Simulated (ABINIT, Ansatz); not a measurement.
**Converging GW for K2NaScF6 (Fm-3m) in ABINIT**

Wanted: a converged G0W0 gap of K2NaScF6 (Fm-3m), or an estimate of the limit.

Main program and level: ABINIT 10.8.3; LDA and many-body steps on it, plane waves.

### Step 1. The structure

It takes space group Fm-3m (No. 225, cubic). Conventional cell: a = 8.472 Å, b = 8.472 Å, c = 8.472 Å, α = 90.00°, β = 90.00°, γ = 90.00°. Nearest to K lie 12 F at 3.00 Å. Nearest to Na lie 6 F at 2.25 Å. Nearest to Sc lie 6 F at 1.98 Å. Nearest to F lie 1 Sc at 1.98 Å and 1 Na at 2.25 Å and 4 K at 3.00 Å. Farther neighbours and most contacts between anions are not listed.

The cell and positions come from the Crystallography Open Database and are kept as given unless a step says otherwise.

### Step 2. Empty states on the mesh, 2×2×2 mesh, 541 bands

This step: ABINIT 10.8.3; DFT, LDA, plane waves, norm-conserving pseudopotentials.

The sums over transitions need many empty states on a uniform mesh; this step solves for them.

run.abi reads:

```
acell 3*1.0 Angstrom
rprim 
  -0.000000000000 4.235850000000 4.235850000000
  4.235850000000 -0.000000000000 4.235850000000
  4.235850000000 4.235850000000 -0.000000000000
ntypat 4
znucl 19 11 21 9
natom 10
typat 1 1 2 3 4 4 4 4 4 4
xred 
  0.250000000000 0.250000000000 0.250000000000
  0.750000000000 0.750000000000 0.750000000000
  0.500000000000 0.500000000000 0.500000000000
  0.000000000000 0.000000000000 0.000000000000
  0.765800000000 0.234200000000 0.234200000000
  0.234200000000 0.765800000000 0.234200000000
  0.234200000000 0.765800000000 0.765800000000
  0.765800000000 0.234200000000 0.765800000000
  0.234200000000 0.234200000000 0.765800000000
  0.765800000000 0.765800000000 0.234200000000
pp_dirpath "pseudos"
pseudos "K.upf, Na.upf, Sc.upf, F.upf"
ecut 38
ngkpt 2 2 2
nshiftk 1
shiftk 0 0 0
kptopt 1
chksymbreak 0
iscf -2
irdden 1
istwfk *1
nband 541
nbdbuf 48
tolwfr 1e-09
nstep 60
prtvol 0
indata_prefix "in"
outdata_prefix "out"
tmpdata_prefix "tmp"
```

On the command line:

```sh
$ OMP_NUM_THREADS=1 mpirun -n 3 abinit run.abi > log
```

Numbers of over 12 decimals in the logs are rounded to 6 here.

What it wrote:

```text
.Version 10.8.3 of ABINIT. v10.8.2 released Aug 2026.

 Symmetries : space group Fm -3 m (#225); Bravais cF (face-center cubic)
[... echo of the input left out ...]
== DATASET  1 ==================================================================
-   mpi_nproc: 3, omp_nthreads: 1 (-1 if OMP is not activated)

--- !DatasetInfo
iteration_state: {dtset: 1, }
dimensions: {natom: 10, nkpt: 3, mband: 541, nsppol: 1, nspinor: 1, nspden: 1, mpw: 11575, }
cutoff_energies: {ecut:  38.0, pawecutdg:  -1.0, }
[...]
4.34258    4.34259    4.36237    4.36237    4.36238    4.37515    4.39678    4.39682
   4.40724    4.40725    4.40741    4.40795    4.40798    4.40816    4.40913    4.41026
   4.41027    4.41040    4.41095    4.41717    4.48559
 prteigrs : prtvol=0 or 1, do not print more k-points.

== END DATASET(S) ==============================================================
================================================================================

 -outvars: echo values of variables after computation  --------
            nband         541
             nkpt           3
          spgroup         225
 [... the other variables as echoed above ...]

 Calculation completed.
```

The job ended after 10 min (3 MPI ranks of Arm Neoverse V1, shared host; peak memory 0.76 GiB; 30 min of CPU time).

This step gave:

| Item | Value |
| --- | --- |
| gap | 6.651 eV |
| k of the valence top | 0, 0, 0 |
| k of the conduction bottom | 0, 0, 0 |
| least direct gap | 6.651 eV |
| k points computed | 3 |
| lowest point of the top converged band, above the valence top | 115.2065 eV |

On this mesh the gap is 6.651 eV.

The density comes from a self-consistent run that is not shown.

### Step 3. Screening, 2×2×2 mesh, 96 bands, screening to 76.2 eV

The RPA dielectric matrix is built and inverted for each q.

This step: RPA screening on LDA, plane waves, norm-conserving pseudopotentials.

run.abi, as its differences from that of step 2:

```diff
@@ -28,10 +28,11 @@
 chksymbreak 0
-iscf -2
-irdden 1
 istwfk *1
-nband 541
-nbdbuf 48
-tolwfr 1e-09
-nstep 60
-prtvol 0
+occopt 1
+irdwfk 1
+optdriver 3
+nband 96
+ecuteps 2.8
+inclvkb 2
+awtr 1
+symchi 1
 indata_prefix "in"
```

On the command line:

```sh
$ OMP_NUM_THREADS=1 mpirun -n 4 abinit run.abi > log
```

What it wrote:

```text
.Version 10.8.3 of ABINIT. v10.8.2 released Aug 2026.

 Symmetries : space group Fm -3 m (#225); Bravais cF (face-center cubic)
[... echo of the input left out ...]
== DATASET  1 ==================================================================
-   mpi_nproc: 4, omp_nthreads: 1 (-1 if OMP is not activated)

--- !DatasetInfo
iteration_state: {dtset: 1, }
dimensions: {natom: 10, nkpt: 3, mband: 96, nsppol: 1, nspinor: 1, nspden: 1, mpw: 11575, }
cutoff_energies: {ecut:  38.0, pawecutdg:  -1.0, }
electrons: {nelect:   8.00000000E+01, charge:   0.00000000E+00, occopt:   1.00000000E+00, tsmear:   1.00000000E-02, }

 SCREENING: Calculation of the susceptibility and dielectric matrices

 Based on a program developped by R.W. Godby, V. Olevano, G. Onida, and L. Reining.
 Incorporated in ABINIT by V. Olevano, G.-M. Rignanese, and M. Torrent.
.Using double precision arithmetic ; gwpc =  8

[... cell and pseudopotentials left out ...]
--------------------------------------------------------------------------------

 ==== K-mesh for the wavefunctions ====
 Number of points in the irreducible wedge :     3
[... list of points left out ...]
 Together with 48 symmetry operations and time-reversal symmetry
 yields     8 points in the full Brillouin Zone.

 ==== Q-mesh for the screening function ====
 Number of points in the irreducible wedge :     3
[... list of points left out ...]
 Together with 48 symmetry operations and time-reversal symmetry
 yields     8 points in the full Brillouin Zone.

 setmesh: FFT mesh size selected  =    40x   40x   40
          total number of points  =        64000

 vcoul_init : cutoff-mode = AUXILIARY_FUNCTION
 q-points for optical limit:   1
     1)      0.000010    0.000020    0.000030

- screening: taking advantage of time-reversal symmetry
- Maximum band index for partially occupied states nbvw = 40
- Remaining bands to be divided among processors   nbcw = 56
- Number of bands treated by each node ~14

 Number of electrons calculated from density =   80.0000; Expected =   80.0000
 average of density, n =  0.077990
 r_s =    1.4520
 omega_plasma =   26.9387 [eV]

 calculating chi0 at frequencies [eV] :
  1    0.000000E+00    0.000000E+00
  2    0.000000E+00    2.693869E+01

--------------------------------------------------------------------------------
  q-point number  1        q = ( 0.000000, 0.000000, 0.000000) [r.l.u.]
--------------------------------------------------------------------------------
[... chi0 elements left out ...]
 For q-point:  0.000010 0.000020 0.000030
  dielectric constant =   2.0182
  dielectric constant without local fields =   2.1934

  Average fulfillment of the sum rule on Im[epsilon] for q-point    1 :     26.62  [%]
[... wings left out ...]
  q-point number  2        q = ( 0.500000, 0.000000, 0.000000) [r.l.u.]
--------------------------------------------------------------------------------
[... chi0 elements left out ...]
  Average fulfillment of the sum rule on Im[epsilon] for q-point    2 :     31.78  [%]

 [... 1 further q-points ...]
```

Wall time 33 s (4 MPI ranks); peak memory 1.7 GiB.

This step gave:

```yaml
eps_infinity_with_local_fields_on_this_mesh_along_the_program_s_q_direction: 2.018
the_same_without_local_fields: 2.193
plasma_frequency: 26.94 eV
plane_waves_in_the_screening_matrix: 259
```

Local fields lower ε∞ by 8 %. On a Γ-centred mesh this coarse the value itself is usually too large, while a short band sum pulls it down.

### Step 4. 96 bands, 76.2 eV

The self-energy is evaluated for the states that the input lists, and the levels follow from it, in one-shot runs by the linearised quasiparticle equation.

This step: G0W0 on LDA, plane waves, norm-conserving pseudopotentials.

run.abi, as its differences from that of step 3:

```diff
@@ -31,8 +31,15 @@
 irdwfk 1
-optdriver 3
+optdriver 4
 nband 96
+gwcalctyp 0
+ecutsigx 38
+symsigma 1
+nkptgw 1
+kptgw 
+  0.0000000000 0.0000000000 0.0000000000
+bdgw 
+  38 44
 ecuteps 2.8
-inclvkb 2
-awtr 1
-symchi 1
+irdscr 1
+ppmodel 1
 indata_prefix "in"
```

What it wrote:

```text
.Version 10.8.3 of ABINIT. v10.8.2 released Aug 2026.

 Symmetries : space group Fm -3 m (#225); Bravais cF (face-center cubic)
[... echo of the input left out ...]
== DATASET  1 ==================================================================
-   mpi_nproc: 4, omp_nthreads: 1 (-1 if OMP is not activated)

--- !DatasetInfo
iteration_state: {dtset: 1, }
dimensions: {natom: 10, nkpt: 3, mband: 96, nsppol: 1, nspinor: 1, nspden: 1, mpw: 11575, }
cutoff_energies: {ecut:  38.0, pawecutdg:  -1.0, }
electrons: {nelect:   8.00000000E+01, charge:   0.00000000E+00, occopt:   1.00000000E+00, tsmear:   1.00000000E-02, }

 SIGMA: Calculation of the GW corrections

 Based on a program developped by R.W. Godby, V. Olevano, G. Onida, and L. Reining.
 Incorporated in ABINIT by V. Olevano, G.-M. Rignanese, and M. Torrent.
.Using double precision arithmetic ; gwpc =  8

[... cell and pseudopotentials left out ...]
--------------------------------------------------------------------------------

 ==== K-mesh for the wavefunctions ====
 Number of points in the irreducible wedge :     3
[... list of points left out ...]
 Together with 48 symmetry operations and time-reversal symmetry
 yields     8 points in the full Brillouin Zone.

 ==== Q-mesh for screening function ====
 Number of points in the irreducible wedge :     3
[... list of points left out ...]
 Together with 48 symmetry operations and time-reversal symmetry
 yields     8 points in the full Brillouin Zone.

 vcoul_init : cutoff-mode = AUXILIARY_FUNCTION
 q-points for optical limit:   1
     1)      0.000010    0.000020    0.000030
 setmesh: FFT mesh size selected  =    64x   64x   64
          total number of points  =       262144

 Number of electrons calculated from density =   80.0000; Expected =   80.0000
 average of density, n =  0.077990
 r_s =    1.4520
 omega_plasma =   26.9387 [eV]

 === KS Band Gaps ===
  >>>> For spin  1
   Minimum direct gap =   6.6506 [eV], located at k-point      :   0.0000  0.0000  0.0000
   Fundamental gap    =   6.6506 [eV], Top of valence bands at :   0.0000  0.0000  0.0000
                                       Bottom of conduction at :   0.0000  0.0000  0.0000
 SIGMA fundamental parameters:
 PLASMON POLE MODEL  1
 number of plane-waves for SigmaX                11575
 number of plane-waves for SigmaC and W            259
 number of plane-waves for wavefunctions         11575
 number of bands                                    96
 number of independent spin polarizations            1
 number of spinorial components                      1
 number of k-points in IBZ                           3
 number of q-points in IBZ                           3
 number of symmetry operations                      48
 number of k-points in BZ                            8
 number of q-points in BZ                            8
 number of frequencies for dSigma/dE                 9
 frequency step for dSigma/dE [eV]                0.25
 number of omega for Sigma on real axis              0
 max omega for Sigma on real axis  [eV]           0.00
 zcut for avoiding poles [eV]                     0.10

 EPSILON^-1 parameters (SCR file):
 dimension of the eps^-1 matrix on file            259
 dimension of the eps^-1 matrix used               259
 number of plane-waves for wavefunctions         11575
 number of bands                                    96
 number of q-points in IBZ                           3
 number of frequencies                               2
 number of real frequencies                          1
 number of imag frequencies                          1

 matrix elements of self-energy operator (all in [eV])

 Perturbative Calculation

--- !SelfEnergy_ee
iteration_state: {dtset: 1, }
kpoint     : [   0.000,    0.000,    0.000, ]
spin       : 1
KS_gap     :    6.651
QP_gap     :   10.846
Delta_QP_KS:    4.196
data: !SigmaeeData |
     Band     E0 <VxcDFT>   SigX SigC(E0)      Z dSigC/dE  Sig(E)    E-E0       E
       38  -0.630 -22.370 -29.691   5.041   0.805  -0.242 -24.206  -1.837  -2.467
       39  -0.630 -22.370 -29.691   5.041   0.805  -0.242 -24.206  -1.837  -2.467
       40  -0.630 -22.370 -29.691   5.041   0.805  -0.242 -24.206  -1.837  -2.467
       41   6.020  -9.648  -4.723  -2.305   0.900  -0.111  -7.289   2.359   8.379
       42   6.774 -18.434 -10.215  -3.275   0.843  -0.186 -14.264   4.170  10.944
       43   6.774 -18.434 -10.215  -3.275   0.843  -0.186 -14.264   4.170  10.944
       44   6.774 -18.434 -10.215  -3.275   0.843  -0.186 -14.264   4.170  10.944

== END DATASET(S) ==============================================================
================================================================================

 -outvars: echo values of variables after computation  --------
           etotal      0.0000000000E+00
            nband          96
             nkpt           3
          spgroup         225
 [... the other variables as echoed above ...]

 Calculation completed.
```

Elapsed: 7.4 s, on 4 MPI ranks; peak memory 1.3 GiB.

Numbers from this step:

| Item | Value |
| --- | --- |
| G0W0 gap on the points computed | 10.85 eV |
| starting gap on the mesh | 6.651 eV |
| k of the valence top | 0, 0, 0 |
| k of the conduction bottom | 0, 0, 0 |
| Z at the valence top | 0.805 |
| Z at the conduction bottom | 0.9 |
| least direct G0W0 gap on the computed points | 10.85 eV |

The gap on the mesh goes from 6.65 eV to 10.85 eV, a correction of +4.20 eV.

### Step 5. Screening, 2×2×2 mesh, 225 bands, screening to 141.5 eV

This step: RPA screening on LDA, plane waves, norm-conserving pseudopotentials.

run.abi, as its differences from that of step 4:

```diff
@@ -31,15 +31,8 @@
 irdwfk 1
-optdriver 4
-nband 96
-gwcalctyp 0
-ecutsigx 38
-symsigma 1
-nkptgw 1
-kptgw 
-  0.0000000000 0.0000000000 0.0000000000
-bdgw 
-  38 44
-ecuteps 2.8
-irdscr 1
-ppmodel 1
+optdriver 3
+nband 225
+ecuteps 5.2
+inclvkb 2
+awtr 1
+symchi 1
 indata_prefix "in"
```

What it wrote:

```text
.Version 10.8.3 of ABINIT. v10.8.2 released Aug 2026.

 Symmetries : space group Fm -3 m (#225); Bravais cF (face-center cubic)
[... echo of the input left out ...]
== DATASET  1 ==================================================================
-   mpi_nproc: 4, omp_nthreads: 1 (-1 if OMP is not activated)

--- !DatasetInfo
iteration_state: {dtset: 1, }
dimensions: {natom: 10, nkpt: 3, mband: 225, nsppol: 1, nspinor: 1, nspden: 1, mpw: 11575, }
cutoff_energies: {ecut:  38.0, pawecutdg:  -1.0, }
electrons: {nelect:   8.00000000E+01, charge:   0.00000000E+00, occopt:   1.00000000E+00, tsmear:   1.00000000E-02, }

 SCREENING: Calculation of the susceptibility and dielectric matrices

 Based on a program developped by R.W. Godby, V. Olevano, G. Onida, and L. Reining.
 Incorporated in ABINIT by V. Olevano, G.-M. Rignanese, and M. Torrent.
.Using double precision arithmetic ; gwpc =  8

[... cell and pseudopotentials left out ...]
--------------------------------------------------------------------------------

 ==== K-mesh for the wavefunctions ====
 Number of points in the irreducible wedge :     3
[... list of points left out ...]
 Together with 48 symmetry operations and time-reversal symmetry
 yields     8 points in the full Brillouin Zone.

 ==== Q-mesh for the screening function ====
 Number of points in the irreducible wedge :     3
[... list of points left out ...]
 Together with 48 symmetry operations and time-reversal symmetry
 yields     8 points in the full Brillouin Zone.

 setmesh: FFT mesh size selected  =    45x   45x   45
          total number of points  =        91125

 vcoul_init : cutoff-mode = AUXILIARY_FUNCTION
 q-points for optical limit:   1
     1)      0.000010    0.000020    0.000030

- screening: taking advantage of time-reversal symmetry
- Maximum band index for partially occupied states nbvw = 40
- Remaining bands to be divided among processors   nbcw = 185
- Number of bands treated by each node ~46

 Number of electrons calculated from density =   80.0000; Expected =   80.0000
 average of density, n =  0.077990
 r_s =    1.4520
 omega_plasma =   26.9387 [eV]

 calculating chi0 at frequencies [eV] :
  1    0.000000E+00    0.000000E+00
  2    0.000000E+00    2.693869E+01

--------------------------------------------------------------------------------
  q-point number  1        q = ( 0.000000, 0.000000, 0.000000) [r.l.u.]
--------------------------------------------------------------------------------
[... chi0 elements left out ...]
 For q-point:  0.000010 0.000020 0.000030
  dielectric constant =   2.0606
  dielectric constant without local fields =   2.2748

  Average fulfillment of the sum rule on Im[epsilon] for q-point    1 :     50.90  [%]
[... wings left out ...]
  q-point number  2        q = ( 0.500000, 0.000000, 0.000000) [r.l.u.]
--------------------------------------------------------------------------------
[... chi0 elements left out ...]
  Average fulfillment of the sum rule on Im[epsilon] for q-point    2 :     55.02  [%]

 [... 1 further q-points ...]
```

The job ended after 2 min (4 MPI ranks; peak memory 2.6 GiB).

Numbers from this step:

```
ε∞ with local fields, on this mesh, along the program's q direction : 2.061
the same without local fields                                       : 2.275
plasma frequency                                                    : 26.94 eV
plane waves in the screening matrix                                 : 561
```

(Part 1 of 2 ends here.)

[Paths, hosts, dates, memory and timing lines, banners, echoed tables and standing remarks are left out of the program output.]

[Logs are printed without paths, hosts, clocks, repeated set-up lines and the standing remarks that a program may print on its own settings, such as how far it seeks lower states.]

[Runs of the session that timed out or met a known fault of the program may be left out.]

[Hosts, paths, dates, database ids (printed as entryN), source tags and the programs' standing remarks are cut or masked in the printed files.]

[G0W0 gaps are taken among the corrected bands and points alone; a level outside them can change the order at an edge.]

[Where Ansatz stands beside ABINIT at settings called matched, ABINIT's density can come from a denser mesh and the files from another edition; pairs whose starting gaps differed by over 0.03 eV were left out, so agreement reads better than it is.]
